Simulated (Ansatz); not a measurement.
## How fast states decay through KLiH4N2

A new crystal, KLiH4N2: structure, gap and complex bands. It is built by putting Li for part of the K in the KH2N structure of space group P2_1/m, with the volume rescaled by atomic radii. The parent structure comes from the Materials Project.

Main program and level: Ansatz 0.2.0; LDA DFT, plane waves, PAW files, in the first sound run; inputs show where later runs differ.

Most raw output is cut from this account.

The structure was built from a prototype and need not be the compound's stable phase.

## Step 1: The starting structure

The structure is monoclinic, space group Pm (No. 6). The conventional cell has a = 4.184 Å, b = 3.440 Å, c = 5.690 Å, α = 90.00°, β = 95.31°, γ = 90.00°. Nearest to Li lie 4 H at 2.52 to 2.53 Å and 1 N at 2.57 Å. Nearest to K lie 6 H at 2.52 to 2.65 Å and 6 N at 2.57 to 3.13 Å. Nearest to H lie 1 N at 0.94 Å and 3 H at 1.45 to 2.15 Å and 2 Li at 2.52 to 2.53 Å and 1 K at 2.65 Å. H has 1 N at 0.94 Å and 3 H at 1.45 to 2.15 Å and 2 K at 2.52 to 2.53 Å nearest. Nearest to N lie 6 H at 0.94 to 2.80 Å and 2 K at 2.57 to 3.13 Å and 4 Li at 2.70 to 2.78 Å. Nearest to N lie 6 H at 0.94 to 2.80 Å and 1 Li at 2.57 Å and 4 K at 2.70 to 2.78 Å. It derives from KH2N. Li for part of the K in the KH2N structure of space group P2_1/m. Farther neighbours and most contacts between anions are not listed.

## Step 2: Cell and atoms at rest

The substituted atoms don't fit the parent's cell, so cell and atoms relax together. A small smearing keeps the run stable in case the gap closes on the way.

Contents of input.yaml:

```yaml
crystal:
  lattice:
    - [4.1835758008, 0.0, 0.0]
    - [0.0, 3.4400313453, 0.0]
    - [-0.5265514138, 0.0, 5.666045764]
  atoms:
    - { symbol: Li, position: [0.22486855, 0.75, 0.30965606] }
    - { symbol: K, position: [0.77513145, 0.25, 0.69034394] }
    - { symbol: H, position: [0.70094842, 0.46097401, 0.13032131] }
    - { symbol: H, position: [0.29905158, 0.96097401, 0.86967869] }
    - { symbol: H, position: [0.70094842, 0.03902599, 0.13032131] }
    - { symbol: H, position: [0.29905158, 0.53902599, 0.86967869] }
    - { symbol: "N", position: [0.72744028, 0.25, 0.2364688] }
    - { symbol: "N", position: [0.27255972, 0.75, 0.7635312] }
kpoints:
  mp_grid: { grid: [6, 6, 4] }
scf:
  occupations: { method: gaussian, width: 0.03 }
hamiltonian:
  xc: lda
output:
  forces: true
  stress: true
relax:
  f_tol: 0.02
  max_steps: 60
  cell: {}
```

Started as:

```sh
ansatz run input.yaml --threads 2 --pin off --max-ram 4096MiB --backend cpu --events-out ev --progress --plain --runs-dir out
```

The job ended after 37 s (2 threads of AMD EPYC 9R45, shared host; peak memory 0.49 GiB).

Step by step (22 of 27):

```csv
step,energy less that of the first step (eV),largest force component (eV/Å),pressure (GPa),volume (Å³)
1,0.0000,5.4193,9.62,81.54
2,-0.8069,1.6931,2.75,78.62
3,-0.9039,0.6952,-0.57,81.34
5,-1.1168,0.9491,-0.61,82.46
6,-1.2020,0.7930,-0.65,82.68
7,-1.3268,1.0935,-0.81,82.62
8,-1.3724,0.1947,-1.11,83.13
10,-1.4128,0.1821,-0.02,78.53
11,-1.4132,0.1239,-0.10,79.67
12,-1.4146,0.3049,0.43,80.31
13,-1.4180,0.0319,-0.02,80.35
15,-1.4177,0.0058,0.00,80.50
16*,-1.4489,0.0065,0.32,80.50
17,-1.4559,0.0438,0.23,80.99
18,-1.4579,0.0582,0.15,82.10
20,-1.4569,0.0307,-0.18,82.84
21,-1.4582,0.0171,-0.05,82.53
22,-1.4583,0.0072,0.00,82.50
23*,-1.4685,0.0090,0.13,82.50
25*,-1.4699,0.0072,0.04,83.22
26,-1.4693,0.0063,0.00,83.45
27*,-1.4700,0.0064,0.00,83.45
```

Relaxation steps marked * repeat the geometry before them on a plane-wave basis chosen anew for their cell, so energy and pressure can jump there. Other such steps can lie between the rows shown.

The run keeps the 2 symmetry operations that it works with, so distortions that break them were not tested.

```csv
cell as run,before,after,change
a (Å),4.184,4.699,+12.3 %
b (Å),3.440,3.343,-2.8 %
c (Å),5.690,5.624,-1.2 %
β (°),95.31,109.16,+14.5 %
volume (Å³/atom),10.19,10.43,+2.3 %
```

The atoms that moved most (Å, as changes of fractional coordinates times the final cell):

```csv
atom,dx,dy,dz,length
Li1,-0.789,0.000,0.483,0.925
N7,0.602,0.000,-0.135,0.617
N8,0.090,0.000,-0.130,0.158
K2,-0.142,0.000,-0.037,0.146
H5,0.096,-0.069,-0.042,0.125
H3,0.096,0.069,-0.042,0.125
H4,0.024,0.089,-0.048,0.104
H6,0.024,-0.089,-0.048,0.104
```

Final coordinates:

```
Li K H N
1.0
     4.67222    0.00000   -0.50195
     0.00000    3.34306    0.00000
    -1.26787    0.00000    5.47904
Li K H N
1 1 4 2
Cartesian
  -0.1306 2.5073 2.0665
  2.6046 0.8358 3.3565
  3.2053 1.6103 0.3200
  0.3182 3.3013 4.5667
  3.2053 0.0612 0.3200
  0.3182 1.7133 4.5667
  3.7011 0.8358 0.7955
  0.3952 2.5073 3.9164
```

This step gave:

- free energy: -2511.4048 eV
- Fermi energy: 3.174 eV
- pressure: 0.002518 GPa

The largest force component on a free atom ends at 0.0064 eV/Å.

## Step 3: Band edges

The energy window and the wavevectors of the next steps follow from the band edges, so these are searched first, off the mesh as well.

Contents of input.yaml:

```yaml
crystal:
  lattice:
    - [4.6722156928, 0.0, -0.5019500515]
    - [0.0, 3.3430567405, 0.0]
    - [-1.2678708344, 0.0, 5.4790398331]
  atoms:
    - { symbol: Li, position: [0.0762877476, 0.75, 0.384156525] }
    - { symbol: K, position: [0.7421637034, 0.25, 0.6806013553] }
    - { symbol: H, position: [0.7197862641, 0.48168041, 0.1243487293] }
    - { symbol: H, position: [0.301778454, 0.9875134681, 0.8611390457] }
    - { symbol: H, position: [0.7197862641, 0.01831959, 0.1243487293] }
    - { symbol: H, position: [0.301778454, 0.5124865319, 0.8611390457] }
    - { symbol: "N", position: [0.852758222, 0.25, 0.2233073326] }
    - { symbol: "N", position: [0.2856608907, 0.75, 0.7409592371] }
kpoints:
  mp_grid: { grid: [6, 8, 4] }
  band_path: { path: [VBM, CBM], npoints: 30 }
scf:
  occupations: { method: fixed }
hamiltonian:
  xc: lda
output:
  eigenvalues: true
  write_potential: true
  write_density: true
  volumetric_format: npy
```

It took 6.6 s on 2 threads; peak memory 0.45 GiB.

This step gave:

* Fermi energy: 2.063 eV
* gap on the k-mesh: 2.222 eV
* gap on path: 2.222 eV, by band count; negative where bands overlap
* direct gap on path: 2.406 eV
* edge places on path: 0, 0.9397 1/A along the path

The electronic bands at the labelled points (eV, zero at the Fermi level (highest filled level under fixed occupations); v1 is the highest filled band, c1 the lowest empty one):

```csv
point,v4,v3,v2,v1,c1,c2,c3,c4
VBM,-2.82,-2.45,-0.71,0.00,5.31,5.52,5.74,6.98
halfway,-3.26,-2.30,-0.49,-0.25,3.36,5.92,6.44,6.89
CBM,-3.65,-2.31,-0.57,-0.18,2.22,4.62,5.67,6.69
```

The searched edges give 2.22 eV, as on the mesh.

## Step 4: Decaying states in the gap

This step: LDA DFT, plane waves, PAW files; complex bands by layer matching along the plane's normal (Ansatz 0.2.0).

The same crystal is laid in a cell whose first two vectors span the (001) plane (indices of the standard conventional cell, whose axes can be ordered otherwise than in the bulk input). At fixed energy and wavevector in the plane the solver finds all kz, real and complex. A few wavevectors are listed, (0, 0), (0, -0.5) and (0.5, 0) in units of the plane's reciprocal vectors; the slowest state needn't be among them.

Changes to input.yaml since step 3:

```diff
@@ -2,5 +2,5 @@
   lattice:
-    - [4.6722156928, 0.0, -0.5019500515]
-    - [0.0, 3.3430567405, 0.0]
-    - [-1.2678708344, 0.0, 5.4790398331]
+    - [4.699101333, 0.0, 0.0]
+    - [0.0, 3.34305674, 0.0]
+    - [-1.845878546, 0.0, 5.312260003]
   atoms:
@@ -16,3 +16,2 @@
   mp_grid: { grid: [6, 8, 4] }
-  band_path: { path: [VBM, CBM], npoints: 30 }
 scf:
@@ -23,4 +22,6 @@
   eigenvalues: true
-  write_potential: true
-  write_density: true
-  volumetric_format: npy
+  transmission:
+    leads: [[0, 0]]
+    kpoints: [[0.0, 0.0], [0.0, -0.5], [0.5, 0.0]]
+    e_range: [-1.0, 3.22]
+    de: 0.11
```

It took 5.4 s on 2 threads; peak memory 0.48 GiB; 11 s of CPU time.

Numbers from this step:

* level to which the leads are filled: 1.111 eV from the Fermi level
* decay constant at the filling level, zone centre: 0.3140 Å⁻¹
* decay constant at the filling level, slowest listed point: 0.314 Å⁻¹

K parallel (0, 0); values up to 1.5 1/Å, a degenerate pair printed once or twice; energies at which all values exceed this have no row. Im kz of the slowest decaying states against energy, zero at the highest filled level on the SCF mesh:

```csv
energy (eV),decay 1 (Å⁻¹),decay 2 (Å⁻¹),decay 3 (Å⁻¹),decay 4 (Å⁻¹)
-1.00,0.114,0.540,0.669,1.01
-0.67,0.539,0.540,1.01,1.35
-0.45,0.197,0.392,0.507,1.01
-0.12,0.174,0.467,1.01,1.31
-0.01,0.236,0.502,1.01,1.31
0.21,0.285,0.542,1.01,1.29
0.54,0.315,0.571,1.01,1.26
0.76,0.320,0.581,1.00,1.25
1.09,0.314,0.587,0.998,1.22
1.42,0.289,0.586,0.990,1.19
1.64,0.260,0.583,0.984,1.17
1.97,0.184,0.576,0.974,1.13
2.30,0.566,0.962,1.10,1.37
2.63,0.554,0.949,1.000,1.13
2.85,0.545,0.939,0.946,1.13
3.18,0.527,0.874,0.923,1.13
```

K parallel (0, -0.5); values up to 1.5 1/Å, a degenerate pair printed once or twice; energies at which all values exceed this have no row. The Im kz of the slowest decaying states by energy, zero at the highest filled level on the SCF mesh:

```csv
energy (eV),decay 1 (Å⁻¹),decay 2 (Å⁻¹),decay 3 (Å⁻¹),decay 4 (Å⁻¹)
-1.00,0.541,0.593,0.616,0.787
-0.78,0.359,0.445,0.659,0.814
-0.56,0.343,0.384,0.679,0.828
-0.34,0.157,0.587,0.690,0.835
-0.12,0.689,0.697,0.838,0.941
-0.01,0.699,0.728,0.838,0.934
0.10,0.204,0.700,0.763,0.838
0.21,0.280,0.701,0.796,0.837
0.43,0.368,0.701,0.834,0.866
0.65,0.423,0.698,0.828,0.889
0.87,0.464,0.694,0.821,0.873
1.09,0.496,0.687,0.812,0.855
1.31,0.522,0.679,0.802,0.836
1.53,0.545,0.670,0.790,0.816
1.75,0.566,0.659,0.777,0.793
1.97,0.587,0.646,0.763,0.767
2.08,0.598,0.639,0.753,0.756
2.30,0.624,0.627,0.716,0.739
2.52,0.607,0.665,0.722,1.03
2.74,0.588,0.659,0.703,1.06
2.96,0.567,0.651,0.682,1.11
3.18,0.543,0.642,0.660,1.06
```

K parallel (0.5, 0); values up to 1.5 1/Å, a degenerate pair printed once or twice; energies at which all values exceed this have no row. Im kz of the slowest decaying states against energy, zero at the highest filled level on the SCF mesh:

```csv
energy (eV),decay 1 (Å⁻¹),decay 2 (Å⁻¹),decay 3 (Å⁻¹),decay 4 (Å⁻¹)
-1.00,0.104,0.460,0.997,1.13
-0.67,0.573,0.858,1.14,1.24
-0.45,0.700,1.14,1.24,1.24
-0.12,0.401,0.687,1.14,1.22
-0.01,0.447,0.689,1.14,1.21
0.21,0.502,0.698,1.13,1.20
0.54,0.548,0.708,1.13,1.17
0.76,0.568,0.712,1.12,1.15
1.09,0.588,0.712,1.12,1.12
1.42,0.601,0.707,1.09,1.11
1.64,0.605,0.702,1.07,1.10
1.97,0.607,0.690,1.04,1.09
2.30,0.603,0.674,1.01,1.07
2.63,0.593,0.653,0.975,1.06
2.85,0.582,0.637,0.950,1.05
3.18,0.561,0.607,0.909,1.03
```

At the listed wavevectors the last open channel is at -0.01 eV and the next at +2.30 eV on the grid. At +1.09 eV, the grid energy nearest the filling level (the middle of the gap on the SCF mesh), the slowest state at the listed wavevectors decays with κ = 0.314 Å⁻¹, its amplitude falling by e over 3.2 Å. Through 1 nm of this crystal that state's transmission falls by exp(−2 × 0.314 Å⁻¹ × 10 Å) = 0.0019.

## Step 5: Band edges at another level

This step: PBE DFT, plane waves, PAW files (Ansatz 0.2.0).

The edges again with PBE, at the same atoms.

Changes to input.yaml since step 4:

```diff
@@ -2,5 +2,5 @@
   lattice:
-    - [4.699101333, 0.0, 0.0]
-    - [0.0, 3.34305674, 0.0]
-    - [-1.845878546, 0.0, 5.312260003]
+    - [4.6722156928, 0.0, -0.5019500515]
+    - [0.0, 3.3430567405, 0.0]
+    - [-1.2678708344, 0.0, 5.4790398331]
   atoms:
@@ -16,2 +16,3 @@
   mp_grid: { grid: [6, 8, 4] }
+  band_path: { path: [VBM, CBM], npoints: 30 }
 scf:
@@ -19,9 +20,4 @@
 hamiltonian:
-  xc: lda
+  xc: pbe
 output:
   eigenvalues: true
-  transmission:
-    leads: [[0, 0]]
-    kpoints: [[0.0, 0.0], [0.0, -0.5], [0.5, 0.0]]
-    e_range: [-1.0, 3.22]
-    de: 0.11
```

It took 6.4 s on 2 threads; peak memory 0.48 GiB.

Numbers from this step:

- free energy: -2576.7475 eV
- Fermi energy: 2.384 eV
- gap on the k-mesh: 2.474 eV
- gap on path: 2.474 eV, by band count; negative where bands overlap
- direct gap on path: 2.633 eV

Electronic bands along the path, in eV, zero at the Fermi level (highest filled level under fixed occupations); v1 is the highest filled band, c1 the lowest empty one:

```csv
point,v4,v3,v2,v1,c1,c2,c3,c4
VBM,-2.87,-2.52,-0.66,0.00,5.56,5.77,6.02,7.19
halfway,-3.31,-2.37,-0.46,-0.23,3.61,6.16,6.69,7.13
CBM,-3.70,-2.38,-0.55,-0.16,2.47,4.89,5.93,6.90
```

The searched edges give 2.47 eV, as on the mesh.

For the gap on path, step 3 gave 2.22 eV; this run, with PBE, gives 2.47 eV.

## Step 6: Complex bands at another level

This step: PBE DFT, plane waves, PAW files; complex bands by layer matching along the plane's normal (Ansatz 0.2.0).

The complex bands at that level, over its own gap, at (0, 0) and (0, -0.5).

Changes to input.yaml since step 5:

```diff
@@ -2,5 +2,5 @@
   lattice:
-    - [4.6722156928, 0.0, -0.5019500515]
-    - [0.0, 3.3430567405, 0.0]
-    - [-1.2678708344, 0.0, 5.4790398331]
+    - [4.699101333, 0.0, 0.0]
+    - [0.0, 3.34305674, 0.0]
+    - [-1.845878546, 0.0, 5.312260003]
   atoms:
@@ -16,3 +16,2 @@
   mp_grid: { grid: [6, 8, 4] }
-  band_path: { path: [VBM, CBM], npoints: 30 }
 scf:
@@ -23 +22,6 @@
   eigenvalues: true
+  transmission:
+    leads: [[0, 0]]
+    kpoints: [[0.0, 0.0], [0.0, -0.5]]
+    e_range: [-1.0, 3.47]
+    de: 0.11
```

The job ended after 4.3 s (2 threads; peak memory 0.48 GiB).

Numbers from this step:

```
level to which the leads are filled                       : 1.237 eV from the Fermi level
decay constant at the filling level, zone centre          : 0.3358 Å⁻¹
decay constant at the filling level, slowest listed point : 0.3358 Å⁻¹
```

K parallel (0, 0); values up to 1.5 1/Å, a degenerate pair printed once or twice; energies at which all values exceed this have no row. Table of Im kz of the slowest decaying states by energy, zero at the highest filled level on the SCF mesh:

```csv
energy (eV),decay 1 (Å⁻¹),decay 2 (Å⁻¹),decay 3 (Å⁻¹),decay 4 (Å⁻¹)
-1.00,0.182,0.561,0.689,1.02
-0.78,0.566,0.610,1.03,1.39
-0.67,0.562,0.564,1.03,1.38
-0.45,0.185,0.428,0.535,1.03
-0.34,0.281,0.285,0.501,1.03
-0.12,0.152,0.475,1.03,1.34
-0.01,0.237,0.513,1.03,1.34
0.10,0.273,0.539,1.03,1.33
0.21,0.296,0.557,1.03,1.32
0.43,0.322,0.581,1.02,1.30
0.54,0.331,0.588,1.02,1.30
0.76,0.340,0.599,1.02,1.28
0.98,0.341,0.605,1.02,1.26
1.09,0.339,0.606,1.01,1.25
1.31,0.330,0.607,1.01,1.23
1.42,0.323,0.606,1.00,1.22
1.64,0.303,0.604,0.998,1.20
1.86,0.273,0.600,0.991,1.18
1.97,0.253,0.597,0.988,1.17
2.19,0.198,0.591,0.980,1.15
2.30,0.158,0.588,0.976,1.14
2.52,0.581,0.967,1.09,1.13
2.74,0.573,0.958,1.02,1.16
2.85,0.568,0.953,0.996,1.16
3.07,0.558,0.942,0.947,1.16
3.18,0.553,0.924,0.937,1.16
3.40,0.540,0.877,0.926,1.15
```

K parallel (0, -0.5); values up to 1.5 1/Å, a degenerate pair printed once or twice; energies at which all values exceed this have no row. Table of Im kz of the slowest decaying states by energy, zero at the highest filled level on the SCF mesh:

```csv
energy (eV),decay 1 (Å⁻¹),decay 2 (Å⁻¹),decay 3 (Å⁻¹),decay 4 (Å⁻¹)
-1.00,0.545,0.638,0.647,0.798
-0.67,0.170,0.410,0.693,0.839
-0.34,0.182,0.561,0.712,0.854
-0.01,0.708,0.721,0.858,0.955
0.21,0.286,0.723,0.770,0.858
0.54,0.406,0.721,0.846,0.853
0.87,0.472,0.716,0.843,0.895
1.20,0.518,0.706,0.831,0.869
1.53,0.553,0.694,0.815,0.840
1.86,0.583,0.677,0.797,0.807
2.19,0.614,0.658,0.768,0.776
2.41,0.640,0.643,0.731,0.760
2.74,0.617,0.676,0.734,1.04
3.07,0.587,0.665,0.705,0.990
3.40,0.552,0.651,0.673,0.950
```

At the listed wavevectors the last open channel is at -0.01 eV and the next at +2.52 eV on the grid. At +1.20 eV, the grid energy nearest the filling level (the middle of the gap on the SCF mesh), the slowest state at the listed wavevectors decays with κ = 0.336 Å⁻¹, its amplitude falling by e over 3.0 Å; the first such run, plane (001), gave 0.314 Å⁻¹ over as many of its listed wavevectors.

## Step 7: The same cell, other settings

This step: LDA DFT, plane waves, PAW files; complex bands by layer matching along the plane's normal; changed: output.transmission.leads = [[0, 4], [1, 7]], scf.max_iter = 80 (Ansatz 0.2.0).

This run repeats an earlier one, its twin (the complex run, plane (001)), with two settings changed (output.transmission.leads, scf.max_iter; files written aside). The setting was drawn as a possible misstep, on purpose. Where the input is shown as a difference, that is against the step before, not the twin.

Changes to input.yaml since step 6:

```diff
@@ -18,4 +18,5 @@
   occupations: { method: fixed }
+  max_iter: 80
 hamiltonian:
-  xc: pbe
+  xc: lda
 output:
@@ -23,5 +24,5 @@
   transmission:
-    leads: [[0, 0]]
-    kpoints: [[0.0, 0.0], [0.0, -0.5]]
-    e_range: [-1.0, 3.47]
+    leads: [[0, 4], [1, 7]]
+    kpoints: [[0.0, 0.0], [0.0, -0.5], [0.5, 0.0]]
+    e_range: [-1.0, 3.22]
     de: 0.11
```

Run time: 0.07 s. Hardware: 2 threads; peak memory 0.13 GiB.

The input was rejected at the start.

The program's message: “Error: inconsistent input (output.transmission.leads, crystal): the sites of the lead [4, 0] differ in their species, or no multiple of their step up to half the cell repeats the moments and Hubbard p …”

The change that led to it: output.transmission.leads = [[0, 4], [1, 7]].

## Step 8: Outcome

```yaml
band_gap: 2.22 eV
least_decay_constant_at_mid_gap_normal_to_001: 0.314 Å⁻¹
least_decay_constant_pbe: 0.336 Å⁻¹
```

In words: With LDA, the slowest decay at the wavevectors tried is κ = 0.314 Å⁻¹, normal to (001). Through such a film the transmission near mid-gap falls as exp(−2κd), a factor of ten every 3.7 Å. A free electron under a barrier of half the gap would need a mass of 0.34 mₑ to decay at this rate. With PBE the gap goes from 2.22 to 2.47 eV and the decay constant, over the first 2 listed wavevectors, from 0.314 to 0.336 Å⁻¹. The compound is made up by substitution; its stability against other phases and against distortions of the cell's symmetry was not tested. A semilocal functional narrows gaps, so real decay constants are likely larger.

[Logs are printed without paths, hosts, clocks, repeated set-up lines and the standing remarks that a program may print on its own settings, such as how far it seeks lower states.]

[Hosts, paths, dates, database ids (printed as entryN), source tags and the programs' standing remarks are cut or masked in the printed files.]
